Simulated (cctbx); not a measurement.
# Occupancies in NaTl2BiI6

Cell a = 11.9680 Å, b = 11.9680 Å, c = 11.9680 Å, α = 90.00°, β = 90.00°, γ = 90.00°; space group Fm-3m (no. 225); nominal formula NaTl2BiI6.

Simulated single-crystal data (cctbx): Cu Kα, λ = 1.54184 Å, to d = 0.83 Å, 95 % of the full sphere, strongest reflection 70000 counts, noise from counting, a 6 % proportional error and a noise floor of 15 counts (s.d.); no absorption.

With every site full:

```text
Rint 0.046, 110 unique reflections to 0.84 A
cycle     R1     wR2    GooF  max shift (A)
   1  0.1240  0.2702  17.532   0.00042
   2  0.0096  0.0261   1.693   0.00000
final R1 0.0096 wR2 0.0261 GooF 1.693  parameters 6  data/parameter 18.3
atom        x        y        z      Ueq    occ   su(xyz)  su(Uiso or U11)
Bi1    0.00000  0.00000  0.00000   0.0016  1.000  0.00000  0.0002
Tl1    0.25000  0.75000  0.75000   0.0031  1.000  0.00000  0.0002
I1     0.00000  0.00000  0.74413   0.0047  1.000  0.00003  0.0002
Na1    0.50000  0.00000  0.00000   0.0062  1.000  0.00000  0.0010
difference map: max 0.73 min -1.24 rms 0.15
Q1    0.0000  0.0000  0.5000    4    0.73  0.00 A from Na1
Q2    0.0000  0.0000  0.0000    4    0.71  0.00 A from Bi1
Q3    0.1291  0.1291  0.3709   32    0.40  2.51 A from Tl1
Q4    0.1949  0.2500  0.2500   48    0.39  0.66 A from Tl1
Q5    0.0000  0.1526  0.1526   48    0.31  2.21 A from I1
Q6    0.1270  0.1270  0.1270   32    0.30  2.55 A from Tl1
```

With the occupancies of the suspect sites free, each still typed as its main element:

```text
Rint 0.046, 110 unique reflections to 0.84 A
cycle     R1     wR2    GooF  max shift (A)
   1  0.0708  0.1570  10.238   0.00001
  10  0.0062  0.0148   0.966   0.00001
final R1 0.0062 wR2 0.0148 GooF 0.963  parameters 7  data/parameter 15.7
atom        x        y        z      Ueq    occ   su(xyz)  su(Uiso or U11)
Bi1    0.00000  0.00000  0.00000   0.0018  1.000  0.00000  0.0001
Tl1    0.25000  0.75000  0.75000   0.0034  1.000  0.00000  0.0001
I1     0.00000  0.00000  0.74411   0.0035  0.972  0.00002  0.0002
Na1    0.50000  0.00000  0.00000   0.0050  1.000  0.00000  0.0006
su of occupancy I1: 0.002
difference map: max 0.35 min -0.31 rms 0.09
Q1    0.1274  0.1274  0.3726   32    0.39  2.54 A from Tl1
Q2    0.0312  0.0312  0.0312   32    0.32  0.65 A from Bi1
Q3    0.0000  0.0000  0.1292   24    0.31  1.52 A from I1
Q4    0.0000  0.0000  0.4562   24    0.28  0.52 A from Na1
Q5    0.1554  0.2500  0.2500   48    0.28  1.13 A from Tl1
Q6    0.1254  0.1254  0.1254   32    0.27  2.58 A from Tl1
```

**Question.** What is the disorder?

X-rays count electrons. I1 refines to 0.972(0.002), or 51.5 electrons; the site truly holds 0.97 I, 51.4 electrons, which is 0.970 of I. A value under 1 can't tell vacancies from a lighter guest, and one over 1 needs a heavier guest; chemistry or a second radiation must settle which. Occupancy correlates with U and the scale, so the match is approximate.

Freeing them takes R1 from 0.0096 to 0.0062 and GooF from 1.69 to 0.96.

The model is made up (kin elements in a known structure type, no relaxation), so it says nothing on whether the phase exists.

[Middle refinement cycles are left out of these outputs.]

[Logs are printed without paths, hosts, clocks, repeated set-up lines and the standing remarks that a program may print on its own settings, such as how far it seeks lower states.]
